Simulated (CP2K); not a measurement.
Consider 2-nitrosothiophene at its PBE geometry (Å).

```xyz
10

O     3.0362    0.1326    0.1586
N     2.1998    0.9421   -0.2843
C     0.8690    0.4974   -0.1775
C     0.3232   -0.6930    0.3046
C    -1.0800   -0.6929    0.2334
C    -1.5862    0.4899   -0.2982
S    -0.3629    1.5975   -0.7159
H     0.9453   -1.5007    0.6822
H    -1.7138   -1.5182    0.5519
H    -2.6306    0.7452   -0.4547
```

Method: CP2K XAS_TDP, all-electron GAPW, PBEh(45%), aug-cc-pVDZ, TDA, GW2X-corrected core level, no relativity.

Q: Where do the C K-edge lines lie, and how strong are they?

Leading lines: C3 288.49 eV, C4 286.09 eV, C5 287.45 eV and C6 286.31 eV. The leading line of an atom is its first one with 35 % of the strongest within 2.5 eV of its lowest line over the strength cut. Core ionisation energies at this level: C4 292.65, C5 292.60, C3 292.81 and C6 292.86 eV.

The first six lines of each atom with a strength over 0.0015:

| atom | energy (eV) | states | strength, one atom | above the computed threshold |
| --- | --- | --- | --- | --- |
| C3 (bonded to C, N and S) | 286.67 | 1 | 0.0118 |  |
|  | 288.49 | 1 | 0.0393 |  |
|  | 289.46 | 1 | 0.0402 |  |
|  | 291.17 | 1 | 0.0045 |  |
|  | 291.80 | 1 | 0.0036 |  |
|  | 292.16 | 1 | 0.0019 |  |
| C4 (bonded to 2 C and H) | 286.09 | 1 | 0.0410 |  |
|  | 289.66 | 1 | 0.0029 |  |
|  | 290.56 | 1 | 0.0154 |  |
|  | 290.61 | 1 | 0.0077 |  |
|  | 291.09 | 1 | 0.0030 |  |
|  | 291.52 | 1 | 0.0053 |  |
| C5 (bonded to 2 C and H) | 287.45 | 1 | 0.0229 |  |
|  | 287.77 | 1 | 0.0303 |  |
|  | 290.35 | 1 | 0.0114 |  |
|  | 290.88 | 1 | 0.0061 |  |
|  | 291.55 | 1 | 0.0040 |  |
|  | 291.63 | 1 | 0.0038 |  |
| C6 (bonded to C, S and H) | 286.31 | 1 | 0.0475 |  |
|  | 289.58 | 1 | 0.0061 |  |
|  | 289.88 | 1 | 0.0283 |  |
|  | 290.55 | 1 | 0.0170 |  |
|  | 291.56 | 1 | 0.0050 |  |
|  | 291.77 | 1 | 0.0031 |  |

Lines are vertical, at one geometry, with no vibrational structure. GW2X ionisation energies and lines can be off by 1 to 2 eV either way, and a good line position may hide errors that cancel. These values hold no scalar relativity, about 0.1 eV for C 1s. Rydberg lines, and the discretised continuum above threshold, depend on the basis and the box.

[Banner, clock and machine lines of the logs are left out without a mark of their own.]

[Logs are printed without paths, hosts, clocks, repeated set-up lines and the standing remarks that a program may print on its own settings, such as how far it seeks lower states.]

[Hosts, paths, dates, database ids (printed as entryN), source tags and the programs' standing remarks are cut or masked in the printed files.]
